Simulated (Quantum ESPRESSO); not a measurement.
# Mg7CoO8 (MgO32 Co2 d5p16): which magnetic order is lowest, part 2 of 2

Does Mg7CoO8 (MgO32 Co2 d5p16) prefer parallel or opposed moments?

Quantum ESPRESSO 7.5; PBE; plane waves with GBRV 1.5 PBE potentials, no spin-orbit coupling.

So far, absolute magnetization (μB): step 2 (start 1: ferro ++) 6.14.

## 3. Run 2 (antiferro +−)

File pw.in:

```
&CONTROL
  calculation = 'scf'
  prefix = 'pwscf'
  outdir = './tmp'
  pseudo_dir = './pseudo'
  disk_io = 'nowf'
/
&SYSTEM
  ibrav = 0
  celldm(1) = 8
  nat = 32
  ntyp = 4
  ecutwfc = 40
  ecutrho = 280
  nbnd = 169
  occupations = 'smearing'
  smearing = 'fd'
  degauss = 0.00367493
  nspin = 2
  starting_magnetization(1) = 0.1765
  starting_magnetization(2) = 0
  starting_magnetization(3) = 0
  starting_magnetization(4) = -0.1765
/
&ELECTRONS
  conv_thr = 6.4d-08
  electron_maxstep = 150
  mixing_beta = 0.3
/
ATOMIC_SPECIES
Co1    58.9332 co_pbe_v1.2.uspp.F.UPF
O      15.9990 o_pbe_v1.2.uspp.F.UPF
Mg     24.3050 mg_pbe_v1.4.uspp.F.UPF
Co2    58.9332 co_pbe_v1.2.uspp.F.UPF
CELL_PARAMETERS alat
   1.9898816092309    0.0000000000000    0.0000000000000
   0.0000000000000    1.9898816092309    0.0000000000000
   0.0000000000000    0.0000000000000    0.9949408046155
ATOMIC_POSITIONS crystal
Co1     0.0000000000    0.0000000000    0.0000000000
O       0.2500000000    0.0000000000    0.0000000000
Mg      0.0000000000    0.2500000000    0.5000000000
O       0.2500000000    0.2500000000    0.5000000000
Mg      0.2500000000    0.0000000000    0.5000000000
O       0.0000000000    0.0000000000    0.5000000000
Mg      0.2500000000    0.2500000000    0.0000000000
O       0.0000000000    0.2500000000    0.0000000000
Mg      0.0000000000    0.5000000000    0.0000000000
O       0.2500000000    0.5000000000    0.0000000000
Mg      0.0000000000    0.7500000000    0.5000000000
O       0.2500000000    0.7500000000    0.5000000000
Co2     0.2500000000    0.5000000000    0.5000000000
O       0.0000000000    0.5000000000    0.5000000000
Mg      0.2500000000    0.7500000000    0.0000000000
O       0.0000000000    0.7500000000    0.0000000000
Mg      0.5000000000    0.0000000000    0.0000000000
O       0.7500000000    0.0000000000    0.0000000000
Mg      0.5000000000    0.2500000000    0.5000000000
O       0.7500000000    0.2500000000    0.5000000000
Mg      0.7500000000    0.0000000000    0.5000000000
O       0.5000000000    0.0000000000    0.5000000000
Mg      0.7500000000    0.2500000000    0.0000000000
O       0.5000000000    0.2500000000    0.0000000000
Mg      0.5000000000    0.5000000000    0.0000000000
O       0.7500000000    0.5000000000    0.0000000000
Mg      0.5000000000    0.7500000000    0.5000000000
O       0.7500000000    0.7500000000    0.5000000000
Mg      0.7500000000    0.5000000000    0.5000000000
O       0.5000000000    0.5000000000    0.5000000000
Mg      0.7500000000    0.7500000000    0.0000000000
O       0.5000000000    0.7500000000    0.0000000000
K_POINTS automatic
3 3 6 0 0 0
```

The run is started by

```console
> OMP_NUM_THREADS=1 mpirun -n 4 pw.x -nk 4 -in pw.in > pw.out
```

Output:

```text
[banner, memory and clock lines left out]
Program PWSCF v.7.5 starts

     Message from routine setup:
     using ibrav=0 with symmetry is DISCOURAGED, use correct ibrav instead

     bravais-lattice index     =            0
     lattice parameter (alat)  =       8.0000  a.u.
     unit-cell volume          =    2017.0733 (a.u.)^3
     number of atoms/cell      =           32
     number of atomic types    =            4
     number of electrons       =       270.00
     number of Kohn-Sham states=          169
     kinetic-energy cutoff     =      40.0000  Ry
     charge density cutoff     =     280.0000  Ry
     scf convergence threshold =      6.4E-08
     mixing beta               =       0.3000
     number of iterations used =            8  plain     mixing
     Exchange-correlation= SLA  PW   PBE  PBE
                           (   1   4   3   4   0   0   0)

     celldm(1)=   8.000000  celldm(2)=   0.000000  celldm(3)=   0.000000
     celldm(4)=   0.000000  celldm(5)=   0.000000  celldm(6)=   0.000000

     crystal axes: (cart. coord. in units of alat)
               a(1) = (   1.989882   0.000000   0.000000 )
               a(2) = (   0.000000   1.989882   0.000000 )
               a(3) = (   0.000000   0.000000   0.994941 )

     reciprocal axes: (cart. coord. in units 2 pi/alat)
               b(1) = (  0.502542  0.000000  0.000000 )
               b(2) = (  0.000000  0.502542  0.000000 )
               b(3) = (  0.000000  0.000000  1.005085 )

     PseudoPot. # 1 for Co read from file:
     co_pbe_v1.2.uspp.F.UPF
     Pseudo is Ultrasoft + core correction, Zval = 17.0

     PseudoPot. # 2 for O  read from file:
     o_pbe_v1.2.uspp.F.UPF
     Pseudo is Ultrasoft + core correction, Zval =  6.0

     PseudoPot. # 3 for Mg read from file:
     mg_pbe_v1.4.uspp.F.UPF
     Pseudo is Ultrasoft, Zval = 10.0

     PseudoPot. # 4 for Co read from file:
     co_pbe_v1.2.uspp.F.UPF
     Pseudo is Ultrasoft + core correction, Zval = 17.0

     atomic species   valence    mass     pseudopotential
     Co1              17.00    58.93320     Co( 1.00)
     O                 6.00    15.99900     O ( 1.00)
     Mg               10.00    24.30500     Mg( 1.00)
     Co2              17.00    58.93320     Co( 1.00)

     Starting magnetic structure
     atomic species   magnetization
     Co1             0.176
     O               0.000
     Mg              0.000
     Co2            -0.176

      4 Sym. Ops. (no inversion) found

   Cartesian axes

     site n.     atom                  positions (alat units)
         1        Co1    tau(   1) = (   0.0000000   0.0000000   0.0000000  )
         2        O      tau(   2) = (   0.4974704   0.0000000   0.0000000  )
         3        Mg     tau(   3) = (   0.0000000   0.4974704   0.4974704  )
         4        O      tau(   4) = (   0.4974704   0.4974704   0.4974704  )
         5        Mg     tau(   5) = (   0.4974704   0.0000000   0.4974704  )
         6        O      tau(   6) = (   0.0000000   0.0000000   0.4974704  )
         7        Mg     tau(   7) = (   0.4974704   0.4974704   0.0000000  )
         8        O      tau(   8) = (   0.0000000   0.4974704   0.0000000  )
         9        Mg     tau(   9) = (   0.0000000   0.9949408   0.0000000  )
        10        O      tau(  10) = (   0.4974704   0.9949408   0.0000000  )
        11        Mg     tau(  11) = (   0.0000000   1.4924112   0.4974704  )
        12        O      tau(  12) = (   0.4974704   1.4924112   0.4974704  )
        13        Co2    tau(  13) = (   0.4974704   0.9949408   0.4974704  )
        14        O      tau(  14) = (   0.0000000   0.9949408   0.4974704  )
        15        Mg     tau(  15) = (   0.4974704   1.4924112   0.0000000  )
        16        O      tau(  16) = (   0.0000000   1.4924112   0.0000000  )
        17        Mg     tau(  17) = (   0.9949408   0.0000000   0.0000000  )
        18        O      tau(  18) = (   1.4924112   0.0000000   0.0000000  )
        19        Mg     tau(  19) = (   0.9949408   0.4974704   0.4974704  )
        20        O      tau(  20) = (   1.4924112   0.4974704   0.4974704  )
        21        Mg     tau(  21) = (   1.4924112   0.0000000   0.4974704  )
        22        O      tau(  22) = (   0.9949408   0.0000000   0.4974704  )
        23        Mg     tau(  23) = (   1.4924112   0.4974704   0.0000000  )
        24        O      tau(  24) = (   0.9949408   0.4974704   0.0000000  )
        25        Mg     tau(  25) = (   0.9949408   0.9949408   0.0000000  )
        26        O      tau(  26) = (   1.4924112   0.9949408   0.0000000  )
        27        Mg     tau(  27) = (   0.9949408   1.4924112   0.4974704  )
        28        O      tau(  28) = (   1.4924112   1.4924112   0.4974704  )
        29        Mg     tau(  29) = (   1.4924112   0.9949408   0.4974704  )
        30        O      tau(  30) = (   0.9949408   0.9949408   0.4974704  )
        31        Mg     tau(  31) = (   1.4924112   1.4924112   0.0000000  )
        32        O      tau(  32) = (   0.9949408   1.4924112   0.0000000  )

     number of k points=    16  Fermi-Dirac smearing, width (Ry)=  0.0037
                       cart. coord. in units 2pi/alat
        k(    1) = (   0.0000000   0.0000000   0.0000000), wk =   0.0185185
        k(    2) = (   0.0000000   0.0000000   0.1675142), wk =   0.0370370
        k(    3) = (   0.0000000   0.0000000   0.3350283), wk =   0.0370370
        k(    4) = (   0.0000000   0.0000000  -0.5025425), wk =   0.0185185
        k(    5) = (   0.0000000   0.1675142   0.0000000), wk =   0.0370370
        [... 11 further k-points ...]

     Dense  grid:   159663 G-vectors     FFT dimensions: (  90,  90,  45)

     Smooth grid:    68849 G-vectors     FFT dimensions: (  72,  72,  36)

     Check: negative core charge=   -0.000011
     Generating pointlists ...
     new r_m :   0.2052 (alat units)  1.6417 (a.u.) for type    1
     new r_m :   0.2052 (alat units)  1.6417 (a.u.) for type    2
     new r_m :   0.2052 (alat units)  1.6417 (a.u.) for type    3
     new r_m :   0.2052 (alat units)  1.6417 (a.u.) for type    4

     Initial potential from superposition of free atoms

     starting charge     263.7968, renormalised to     270.0000
     Starting wfcs are  160 randomized atomic wfcs +    9 random wfcs

     Self-consistent Calculation

     iteration #  1     ecut=    40.00 Ry     beta= 0.30
     Davidson diagonalization with overlap
     ethr =  1.00E-02,  avg # of iterations =  6.5

     total energy              =   -2870.26465046 Ry
     estimated scf accuracy    <       8.79015278 Ry

     total magnetization       =    -0.01 Bohr mag/cell
     absolute magnetization    =     6.48 Bohr mag/cell

     iteration #  2     ecut=    40.00 Ry     beta= 0.30
     Davidson diagonalization with overlap
     ethr =  3.26E-03,  avg # of iterations =  2.4

     total energy              =   -2870.97555133 Ry
     estimated scf accuracy    <       4.19971676 Ry

     total magnetization       =    -0.00 Bohr mag/cell
     absolute magnetization    =     2.56 Bohr mag/cell

     [... further iterations left out ...]

     iteration # 18     ecut=    40.00 Ry     beta= 0.30
     Davidson diagonalization with overlap
     ethr =  1.63E-10,  avg # of iterations =  2.0

     total energy              =   -2871.64215434 Ry
     estimated scf accuracy    <       0.00000025 Ry

     total magnetization       =    -0.00 Bohr mag/cell
     absolute magnetization    =     6.10 Bohr mag/cell

     iteration # 19     ecut=    40.00 Ry     beta= 0.30
     Davidson diagonalization with overlap
     ethr =  9.16E-11,  avg # of iterations =  1.1

     Magnetic moment per site  (integrated on atomic sphere of radius R)
     atom   1 (R=0.205)  charge= 14.5909  magn=  2.4862
     atom   2 (R=0.205)  charge=  5.8116  magn=  0.0531
     atom   3 (R=0.205)  charge=  8.1868  magn=  0.0000
     atom   4 (R=0.205)  charge=  5.8124  magn= -0.0560
     atom   5 (R=0.205)  charge=  8.1873  magn= -0.0042
     atom   6 (R=0.205)  charge=  5.7924  magn=  0.1419
     atom   7 (R=0.205)  charge=  8.1868  magn= -0.0000
     atom   8 (R=0.205)  charge=  5.8120  magn=  0.0560
     atom   9 (R=0.205)  charge=  8.1874  magn=  0.0042
     atom  10 (R=0.205)  charge=  5.7924  magn= -0.1419
     atom  11 (R=0.205)  charge=  8.1868  magn=  0.0000
     atom  12 (R=0.205)  charge=  5.8124  magn= -0.0560
     atom  13 (R=0.205)  charge= 14.5900  magn= -2.4859
     atom  14 (R=0.205)  charge=  5.8116  magn= -0.0531
     atom  15 (R=0.205)  charge=  8.1868  magn= -0.0000
     atom  16 (R=0.205)  charge=  5.8120  magn=  0.0560
     atom  17 (R=0.205)  charge=  8.1896  magn=  0.0039
     atom  18 (R=0.205)  charge=  5.8125  magn=  0.0567
     atom  19 (R=0.205)  charge=  8.1890  magn=  0.0003
     atom  20 (R=0.205)  charge=  5.8263  magn= -0.0015
     atom  21 (R=0.205)  charge=  8.1877  magn= -0.0004
     atom  22 (R=0.205)  charge=  5.8255  magn=  0.0021
     atom  23 (R=0.205)  charge=  8.1890  magn= -0.0003
     atom  24 (R=0.205)  charge=  5.8259  magn=  0.0015
     atom  25 (R=0.205)  charge=  8.1878  magn=  0.0004
     atom  26 (R=0.205)  charge=  5.8256  magn= -0.0021
     atom  27 (R=0.205)  charge=  8.1890  magn=  0.0003
     atom  28 (R=0.205)  charge=  5.8263  magn= -0.0015
     atom  29 (R=0.205)  charge=  8.1895  magn= -0.0039
     atom  30 (R=0.205)  charge=  5.8124  magn= -0.0566
     atom  31 (R=0.205)  charge=  8.1890  magn= -0.0003
     atom  32 (R=0.205)  charge=  5.8259  magn=  0.0015

     End of self-consistent calculation

     [... lines left out ...]
     the Fermi energy is    10.8011 ev

!    total energy              =   -2871.64215435 Ry
     estimated scf accuracy    <          9.3E-09 Ry
     smearing contrib. (-TS)   =      -0.00650891 Ry
     internal energy E=F+TS    =   -2871.63564543 Ry

     The total energy is F=E-TS. E is the sum of the following terms:
     one-electron contribution =   -1634.59552167 Ry
     hartree contribution      =     911.14279709 Ry
     xc contribution           =    -423.01524279 Ry
     ewald contribution        =   -1725.16767806 Ry

     total magnetization       =    -0.00 Bohr mag/cell
     absolute magnetization    =     6.10 Bohr mag/cell

     convergence has been achieved in  19 iterations
```

Run time: 25 min. Hardware: 4 MPI ranks of Intel Xeon at 2.50GHz (Skylake/Cascade Lake), shared host; peak memory 2.2 GiB.

Spin moment in the atom's sphere by element, in μB:

```csv
element,atoms,mean,spread (r.m.s.),least,largest
Co,2,0.00,2.49,-2.49,2.49
O,16,0.00,0.06,-0.14,0.14
Mg,14,0.00,0.00,0.00,0.00
```

The atoms farthest from the mean of their element:

```csv
atom,"x, y, z (Å)",spin moment in the atom's sphere (μB)
Co1,"0.00, 0.00, 0.00",2.49
Co13,"2.11, 4.21, 2.11",-2.49
O10,"2.11, 4.21, 0.00",-0.14
O6,"0.00, 0.00, 2.11",0.14
O18,"6.32, 0.00, 0.00",0.06
O30,"4.21, 4.21, 2.11",-0.06
O4,"2.11, 2.11, 2.11",-0.06
O12,"2.11, 6.32, 2.11",-0.06
```

Read from the output:

* smearing term TS: 0.08856 eV
* magnetization: 0 μB
* absolute magnetization: 6.101 μB
* final state: antiferromagnetic

## 4. Ranking

An order is kept where moments of 0.15 μB or more survive with the typed signs; meshes match where a doubled cell samples the same k points as the first cell.

Orders:

```csv
start,final state,typed order kept,energy over the lowest (meV a seeded atom),largest site moment (μB),net moment (μB a cell of the first run),mesh matched,CPU time (s)
ferro ++,ferromagnetic,yes,0,2.49,5.996,yes,4677
antiferro +-,antiferromagnetic,yes,1.759,2.486,0,yes,5917
```

## 5. What came out

| Property | Result |
| --- | --- |
| lowest state found | ferromagnetic (from ferro ++) |
| largest site moment | 2.49 μB |
| next state with moments | antiferromagnetic, 1.76 meV a seeded atom higher |

**Reading.** The two lowest states lie so close that the mesh, the smearing, the functional or spin–orbit coupling could swap them. Only these 2 starts were compared; other wavevectors, canted and longer-period orders were not. No Hubbard term acts here. In such compounds local and semilocal functionals without one often delocalise the d electrons, and can shrink or lose moments and miss the size, sign and order of the couplings. The smearing term is large for its width, so states at the Fermi level are partly filled: at this level the cell is a metal or has a gap of a few widths at most.

[Logs and program files are shortened in this print: banners, set-up blocks, solver, clock and traceback lines can be left out without a mark of their own.]

[Logs are printed without paths, hosts, clocks, repeated set-up lines and the standing remarks that a program may print on its own settings, such as how far it seeks lower states.]

[Hosts, paths, dates, database ids (printed as entryN), source tags and the programs' standing remarks are cut or masked in the printed files.]

[Where a cell is said to come from a database of computed structures, the database is the Materials Project.]
